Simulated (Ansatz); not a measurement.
# HfSi (model cell, started as zinc blende): from the cell to its phonons

How does HfSi (model cell, started as zinc blende) vibrate, and is this structure a minimum?

Calculated with Ansatz 0.2.0; DFT r2SCAN, scalar-relativistic, plane waves, PAW.

Most raw output is cut from this account.

The structure was built from a prototype and need not be the compound's stable phase.

## 1. Starting point

The structure is cubic, space group F-43m (No. 216). Conventional cell: a = 5.774 Å, b = 5.774 Å, c = 5.774 Å, α = 90.00°, β = 90.00°, γ = 90.00°. Nearest to Hf lie 4 Si at 2.50 Å. Si has 4 Hf at 2.50 Å nearest. Farther neighbours are not listed.

## 2. Coarse relaxation

A rough relaxation comes first, because large forces or stress need no tight tolerances yet.

Input file input.yaml:

```yaml
crystal:
  lattice:
    - [0.0, 2.88721, 2.88721]
    - [2.88721, 0.0, 2.88721]
    - [2.88721, 2.88721, 0.0]
  atoms:
    - { symbol: Hf, position: [0.0, 0.0, 0.0] }
    - { symbol: Si, position: [0.25, 0.25, 0.25] }
kpoints:
  mp_grid: { grid: [6, 6, 6] }
hamiltonian:
  xc: r2scan
scf:
  occupations: { method: gaussian, width: 0.1 }
output:
  forces: true
  stress: true
  eigenvalues: true
relax:
  adjacent_minimum: "off"
  f_tol: 0.05
  max_steps: 80
  cell: { stress_tol: 0.5 }
```

Started as:

```
$ ansatz run input.yaml --threads 4 --pin off --max-ram 7168MiB --backend cpu --events-out ev --progress --plain --runs-dir out
```

It took 2.8 s on 4 threads of AMD EPYC 9R45, shared host; peak memory 0.55 GiB.

The steps of the relaxation:

```csv
step,energy less that of the first step (eV),largest force component (eV/Å),pressure (GPa),volume (Å³)
1,0.0000,0.0000,11.82,48.14
2,-0.2401,0.0000,-0.31,55.52
3*,-0.2406,0.0000,-0.31,55.52
```

Relaxation steps marked * repeat the geometry before them on a plane-wave basis chosen anew for their cell, so energy and pressure can jump there.

The run keeps the 24 symmetry operations that it works with, so distortions that break them were not tested.

```csv
"conventional cell, symmetrised",before,after,change
a (Å),5.774,6.056,+4.9 %
b (Å),5.774,6.056,+4.9 %
c (Å),5.774,6.056,+4.9 %
volume (Å³/atom),24.07,27.76,+15.3 %
```

Final coordinates:

```xyz
2
Lattice="0.0000 3.0280 3.0280 3.0280 0.0000 3.0280 3.0280 3.0280 0.0000" Properties=species:S:1:pos:R:3 pbc="T T T"
Hf    0.0000    0.0000    0.0000
Si    1.5140    1.5140    1.5140
```

This step gave:

| Property | Result |
| --- | --- |
| pressure | -0.3071 GPa |
| volume per atom | 27.76 Å³ |
| gap on the k-mesh | 0.3256 eV |
| direct gap on mesh | 0.3256 eV |

In this step the volume went from 24.07 to 27.76 Å³/atom.

## 3. Relaxation

Harmonic phonons are second derivatives at a point where the forces vanish, and they are wanted at zero stress, so atoms and cell are relaxed first.

Input file input.yaml:

```yaml
crystal:
  lattice:
    - [0.0, 3.0279614875, 3.0279614875]
    - [3.0279614875, 0.0, 3.0279614875]
    - [3.0279614875, 3.0279614875, 0.0]
  atoms:
    - { symbol: Hf, position: [0.0, 0.0, 0.0] }
    - { symbol: Si, position: [0.25, 0.25, 0.25] }
kpoints:
  mp_grid: { grid: [10, 10, 10] }
hamiltonian:
  xc: r2scan
scf:
  occupations: { method: gaussian, width: 0.02 }
output:
  forces: true
  stress: true
  eigenvalues: true
  write_density: true
  write_potential: true
  elf: true
  volumetric_format: npy
relax:
  adjacent_minimum: "off"
  f_tol: 0.005
  max_steps: 80
  cell: { stress_tol: 0.05 }
```

Wall time 6.2 s (4 threads); peak memory 0.61 GiB.

The steps of the relaxation:

```csv
step,energy less that of the first step (eV),largest force component (eV/Å),pressure (GPa),volume (Å³)
1,0.0000,0.0000,-0.27,55.52
2,-0.0001,0.0000,0.17,55.18
3,-0.0002,0.0000,0.00,55.31
4*,-0.0002,0.0000,0.00,55.31
```

Relaxation steps marked * repeat the geometry before them on a plane-wave basis chosen anew for their cell, so energy and pressure can jump there.

The run keeps the 24 symmetry operations that it works with, so distortions that break them were not tested.

```
conventional cell, symmetrised  before  after  change
                         a (Å)   6.056  6.048  -0.1 %
                         b (Å)   6.056  6.048  -0.1 %
                         c (Å)   6.056  6.048  -0.1 %
              volume (Å³/atom)   27.76  27.66  -0.4 %
```

The relaxed structure:

```xyz
2
Lattice="0.0000 3.0241 3.0241 3.0241 0.0000 3.0241 3.0241 3.0241 0.0000" Properties=species:S:1:pos:R:3 pbc="T T T"
Hf    0.0000    0.0000    0.0000
Si    1.5120    1.5120    1.5120
```

Numbers from this step:

* pressure: -9.06e-4 GPa
* gap on the k-mesh: 0.3160 eV
* volume per atom: 27.66 Å³
* direct gap on mesh: 0.3160 eV

ELF in the ac plane of a cell with a along [110], b along [-110] and c along [001] of the cube at fractional y = 0.000, with atoms of Hf and Si within 0.2 Å of it. It is the smooth field of the valence electrons, not physical close to the nuclei.

Ten even steps from '0' (0.03) to '9' (0.83), each cell a mean:
```
995379995379995379995379
764799898447764799898447
225995479732225995479732
038963449951038963449951
148863348862148863348862
036886678751036886678751
014789998630014789998630
002578986310002578986310
000245653100000245653100
000012210000000012210000
000000000000000000000000
000000000000000000000000
000000000000000000000000
431000000024431000000024
985013320279985013320279
996137752399996137752399
```
Columns run along a (8.6 Å), rows up along c (6.0 Å), edges of the conventional cell, whose origin can differ from the input's. Atoms in or near the plane, at fractional coordinates: Hf at (0.50, 0.00), Hf at (0.00, 0.00), Si at (0.75, 0.75), Si at (0.25, 0.75).

Electrostatic potential energy in the ac plane of a cell with a along [110], b along [-110] and c along [001] of the cube at fractional y = 0.000, with atoms of Hf and Si within 0.2 Å of it. With pseudopotentials it is smooth inside the atoms' cores, unlike the true potential.

Ten even steps from '_' (-39 eV) to '@' (14 eV), each cell a mean:
```
....==##%%@@@@%%%%**::......==##%%@@@@%%%%**::..
::--**%%##****##%%##==::::--**%%##****##%%##==::
**##%%%%++..__--##%%##****##%%%%++..__--##%%##**
%%%%%%##::______++%%%%%%%%%%%%##::______++%%%%%%
@@@@@@##--____..**%%@@@@@@@@@@##--____..**%%@@@@
@@@@@@%%**----++%%@@@@@@@@@@@@%%**----++%%@@@@@@
@@@@@@@@%%%%%%%%@@@@@@@@@@@@@@@@%%%%%%%%@@@@@@@@
@@@@@@@@@@@@@@@@@@@@@@@@@@@@@@@@@@@@@@@@@@@@@@@@
@@@@@@@@@@@@@@@@@@@@@@@@@@@@@@@@@@@@@@@@@@@@@@@@
@@@@@@@@@@@@@@@@@@@@@@@@@@@@@@@@@@@@@@@@@@@@@@@@
@@@@@@@@@@@@@@@@@@@@@@@@@@@@@@@@@@@@@@@@@@@@@@@@
@@@@@@@@@@@@@@@@@@@@@@@@@@@@@@@@@@@@@@@@@@@@@@@@
##%%%%@@@@@@@@@@@@@@%%%%##%%%%@@@@@@@@@@@@@@%%%%
==++##%%@@@@@@@@@@%%**====++##%%@@@@@@@@@@%%**==
..::++%%@@@@@@@@%%**--....::++%%@@@@@@@@%%**--..
::..--##@@@@@@@@%%++....::..--##@@@@@@@@%%++....
```
Columns run along a (8.6 Å; values clipped at the 3rd and 97th percentile), rows up along c (6.0 Å), edges of the conventional cell, whose origin can differ from the input's. Atoms in or near the plane, at fractional coordinates: Hf at (0.50, 0.00), Hf at (0.00, 0.00), Si at (0.75, 0.75), Si at (0.25, 0.75).

Valence density in the ac plane of a cell with a along [110], b along [-110] and c along [001] of the cube at fractional y = 0.000, with atoms of Hf and Si within 0.2 Å of it. It is the smooth field of the valence electrons, not physical close to the nuclei.

Ten steps, logarithmic in the rise over the least value, from '_' (0 e/Å³) to '@' (30 e/Å³), each cell a mean:
```
@@##==............::**%%@@##==............::**%%
**++::............::==****++::............::==**
::..............::....::::..............::....::
____......____........______......____........__
______....____......__________....____......____
______............____________............______
________........________________........________
________________________________________________
________________________________________________
________________________________________________
________________________________________________
________________________________________________
..______________________..______________________
==--..______________::--==--..______________::--
%%**--____________::++##%%**--____________::++##
@@%%==..__________--**@@@@%%==..__________--**@@
```
Columns run along a (8.6 Å), rows up along c (6.0 Å), edges of the conventional cell, whose origin can differ from the input's. Atoms in or near the plane, at fractional coordinates: Hf at (0.50, 0.00), Hf at (0.00, 0.00), Si at (0.75, 0.75), Si at (0.25, 0.75).

In this step the volume went from 27.76 to 27.66 Å³/atom.

## 4. Tight relaxation

Phonons need a cell at rest on their own settings, so the relaxation is repeated with tight tolerances on forces and stress, using the mesh and the filling of the phonon run that follows.

Input file input.yaml:

```yaml
crystal:
  lattice:
    - [0.0, 3.0240707983, 3.0240707983]
    - [3.0240707983, 0.0, 3.0240707983]
    - [3.0240707983, 3.0240707983, 0.0]
  atoms:
    - { symbol: Hf, position: [0.0, 0.0, 0.0] }
    - { symbol: Si, position: [0.25, 0.25, 0.25] }
kpoints:
  mp_grid: { grid: [12, 12, 12] }
hamiltonian:
  xc: r2scan
scf:
  occupations: { method: fixed }
output:
  forces: true
  stress: true
  eigenvalues: true
relax:
  adjacent_minimum: "off"
  f_tol: 0.001
  max_steps: 60
  cell: { stress_tol: 0.01 }
```

Wall time 4.6 s (4 threads); peak memory 0.63 GiB.

Little changed from the start: no atom moved by 0.005 Å and no cell edge by 0.1 %.

This step gave:

| Quantity | Value |
| --- | --- |
| pressure | 1.46e-4 GPa |

The forces vanish by symmetry and the pressure is 0.000 GPa, within the tolerances set. The cell now holds 27.66 Å³/atom.

## 5. Linear response at the zone centre

The zone centre comes first: it holds the modes that light can see, as far as symmetry allows. The response to a homogeneous field gives the Born charges and the dielectric tensor.

input.yaml, the sections that differ from step 4:

```yaml
output:
  eigenvalues: true
phonons:
  method: dfpt
  dielectric: true
  rigid_motions: translations
# crystal, kpoints, hamiltonian, scf: as in step 4
# relax: removed
```

It took 78 s on 4 threads; peak memory 2.5 GiB.

This step gave:

- sum-rule residual before enforcement: 4.44e-5 eV/Å²
- miss of the charge sum rule: 0.001685 e
- estimated error of the dielectric tensor: 0.09210
- estimated error of the Born charges: 0.03216 e
- point group: -43m
- highest optical mode at the zone centre (no LO-TO term): 305.9 cm⁻¹
- lowest optical zone-centre mode: 305.9 cm⁻¹
- mean high-frequency dielectric constant: 20.78
- largest Born charge (third of the trace): 4.169 e
- mean static dielectric constant: 27.59
- top of the zone-centre spectrum with the field: 352.5 cm⁻¹

Without the LO-TO term. Patterns of degenerate modes are one choice out of their space. Modes at Γ, with each element's share of the kinetic energy:

| mode | frequency (cm⁻¹) | symmetry | Hf % | Si % |
| --- | --- | --- | --- | --- |
| 1 | 0.0 | acoustic | 86 | 14 |
| 2 | 0.0 | acoustic | 86 | 14 |
| 3 | 0.0 | acoustic | 86 | 14 |
| 4 | 305.9 | T2 | 14 | 86 |
| 5 | 305.9 | T2 | 14 | 86 |
| 6 | 305.9 | T2 | 14 | 86 |

Displacements in mode 4 (305.9 cm⁻¹), the largest set to 1:
```
Hf1 -0.01 -0.16  0.00
Si2  0.05  1.00  0.00
```

Optical modes at the zone centre, without and with the macroscopic field of the longitudinal modes; each column is sorted by frequency, so a row need not hold one and the same mode. Modes with and without the field, by row:

| rank among optical modes | no field (cm⁻¹) | q along (1, 0, 0) (cm⁻¹) |
| --- | --- | --- |
| 1 | 305.9 | 305.9 |
| 2 | 305.9 | 305.9 |
| 3 | 305.9 | 352.5 |

Born charge (rows field, columns displacement) (e), principal values of the symmetric part by kind of site:

```
atom  atoms with these values    low  middle   high   mean
 Hf1                        1   4.17    4.17   4.17   4.17
 Si2                        1  -4.17   -4.17  -4.17  -4.17
```

In full for Si2:

```
-4.17  0.00  0.00
 0.00 -4.17  0.00
 0.00  0.00 -4.17
```

High-frequency dielectric tensor:

```
20.78  0.00  0.00
 0.00 20.78  0.00
 0.00  0.00 20.78
```

Static dielectric tensor (ions relaxed, fixed cell):

```
27.59  0.00  0.00
 0.00 27.59  0.00
 0.00  0.00 27.59
```

Transverse modes. Lines of the infrared spectrum (strongest = 100):

```csv
position (cm⁻¹),label,relative intensity
306,T2,100
```

Before it was imposed, the acoustic sum rule was missed by 4.4e-5 eV/Å² and the charge sum rule by 0.0017 e. Small misses are needed for a sound result but don't prove that mesh and cutoff are converged. The lowest optical mode is real, 306 cm⁻¹.

The log warns of the k mesh: “the force constants stand on the 12×12×12 k-mesh, whose period is 12.24 times the interband length at k = (0.0000, 0.4167, 0.4167), direct gap 0.486 eV, under 14: take them and everything formed from them as unconverged”.

## 6. Response at finite wavevector

Stability and thermal properties need the whole zone. Linear response on a 4×4×4 q mesh gives force constants as far as a supercell of that size would, and the tensors from the zone-centre run are typed in so that the long-range dipole term is interpolated apart.

input.yaml, the sections that differ from step 5:

```yaml
phonons:
  method: dfpt
  qmesh: [4, 4, 4]
  temperatures: { t_max: 1000, t_step: 50 }
  qpath:
    path:
      - [[0.0, 0.0, 0.0], [-0.5, -0.5, 0.0], [-0.375, -0.375, 0.25]]
      - [[-0.375, 0.0, 0.375], [0.0, 0.0, 0.0], [0.0, 0.0, 0.5], [-0.5, -0.25, 0.25], [-0.5, -0.5, 0.0]]
    npoints: 10
  non_analytic_term:
    high_frequency_dielectric_tensor: [[20.7795, 0.0, 0.0], [0.0, 20.7795, 0.0], [0.0, 0.0, 20.7795]]
    born_effective_charges:
      - { species: Hf, tensor: [[4.1686, 0.0, 0.0], [0.0, 4.1686, 0.0], [0.0, 0.0, 4.1686]] }
      - { species: Si, tensor: [[-4.1686, 0.0, 0.0], [0.0, -4.1686, 0.0], [0.0, 0.0, -4.1686]] }
    source: "zone-centre run at this cell"
# crystal, kpoints, hamiltonian, scf, output: as in step 5
```

The job ended after 16 min (4 threads; peak memory 5.3 GiB).

This step gave:

* lowest frequency on the path: -16.96 cm⁻¹
* highest frequency on the path or at a solved wavevector: 352.5 cm⁻¹
* lowest mode on the q mesh (acoustic modes at Γ apart): -3.29 cm⁻¹

Frequencies (cm⁻¹) solved at each irreducible wavevector; negative means imaginary. Frequencies by wavevector, by row:

| q in reciprocal lattice units | star | mode 1 | mode 2 | mode 3 | mode 4 | mode 5 | mode 6 |
| --- | --- | --- | --- | --- | --- | --- | --- |
| 0 0 0 | 1 | 0 | 0 | 0 | 305.9 | 305.9 | 305.9 |
| 0 0 0.25 | 8 | -3.3 | -3.3 | 77.8 | 300.7 | 300.7 | 345.2 |
| 0 0 -0.5 | 4 | 19.2 | 19.2 | 111.7 | 296.5 | 296.5 | 330.6 |
| 0 0.25 0.25 | 6 | 17.8 | 17.8 | 83.5 | 292.5 | 292.5 | 345.9 |
| 0 0.25 -0.5 | 24 | 27.6 | 38.4 | 117.4 | 286.4 | 288.6 | 327.9 |
| 0 0.25 -0.25 | 12 | 17.9 | 40.3 | 108 | 291.7 | 293.5 | 331.4 |
| 0 -0.5 -0.5 | 3 | 31.7 | 31.7 | 131.1 | 278.3 | 278.3 | 322.4 |
| 0.25 -0.5 -0.25 | 6 | 39.5 | 42.5 | 124.7 | 275.6 | 286 | 322.3 |

Interpolated from a 4×4×4 q mesh, with the LO-TO term (at Γ the limit along the path; where Γ stands inside the path, tables give the limit on arrival). Phonon branches along the path, in cm⁻¹:

| point | branch 1 | branch 2 | branch 3 | branch 4 | branch 5 | branch 6 |
| --- | --- | --- | --- | --- | --- | --- |
| Γ | 0 | 0 | 0 | 306 | 306 | 352 |
| halfway | 18 | 18 | 84 | 292 | 292 | 346 |
| X | 32 | 32 | 131 | 278 | 278 | 322 |
| halfway | 30 | 37 | 129 | 279 | 280 | 322 |
| U | 28 | 42 | 125 | 282 | 284 | 323 |
| jump to K | 28 | 42 | 125 | 282 | 284 | 323 |
| halfway | -10 | 35 | 88 | 298 | 298 | 340 |
| Γ | 0 | 0 | 0 | 306 | 306 | 352 |
| halfway | -3 | -3 | 78 | 301 | 301 | 345 |
| L | 19 | 19 | 112 | 296 | 296 | 331 |
| halfway | 28 | 38 | 117 | 287 | 292 | 327 |
| W | 40 | 42 | 125 | 276 | 286 | 322 |
| halfway | 35 | 37 | 128 | 277 | 283 | 322 |
| X | 32 | 32 | 131 | 278 | 278 | 322 |

Tetrahedra on a 20×20×20 mesh, mean over bins of 5 cm-1. Interpolated from a 4×4×4 q mesh. The phonon density of states by wavenumber; read off at these points:

| wavenumber (cm⁻¹) | phonon density of states (1/cm⁻¹/cell) |
| --- | --- |
| -18 | 0.0019 |
| -8 | 0.0071 |
| 2 | 0.00589 |
| 12 | 0.0138 |
| 22 | 0.0527 |
| 32 | 0.0811 |
| 42 | 0.0411 |
| 52 | 0.00162 |
| 62 | 0.00243 |
| 72 | 0.00356 |
| 82 | 0.00521 |
| 92 | 0.00784 |
| 102 | 0.0131 |
| 112 | 0.0316 |
| 122 | 0.0365 |
| 132 | 6.0e-4 |
| 142 | 0 |
| 152 | 0 |
| 162 | 0 |
| 172 | 0 |
| 182 | 0 |
| 192 | 0 |
| 202 | 0 |
| 212 | 0 |
| 222 | 0 |
| 232 | 0 |
| 242 | 0 |
| 252 | 0 |
| 262 | 0 |
| 272 | 0 |
| 282 | 0.0640 |
| 292 | 0.105 |
| 302 | 0.0262 |
| 312 | 0 |
| 322 | 0.0372 |
| 328 | 0.0633 |
| 332 | 0.0398 |
| 342 | 0.0172 |
| 352 | 0.00558 |

(Part 1 of 2 ends here.)

[Logs are printed without paths, hosts, clocks, repeated set-up lines and the standing remarks that a program may print on its own settings, such as how far it seeks lower states.]

[Hosts, paths, dates, database ids (printed as entryN), source tags and the programs' standing remarks are cut or masked in the printed files.]
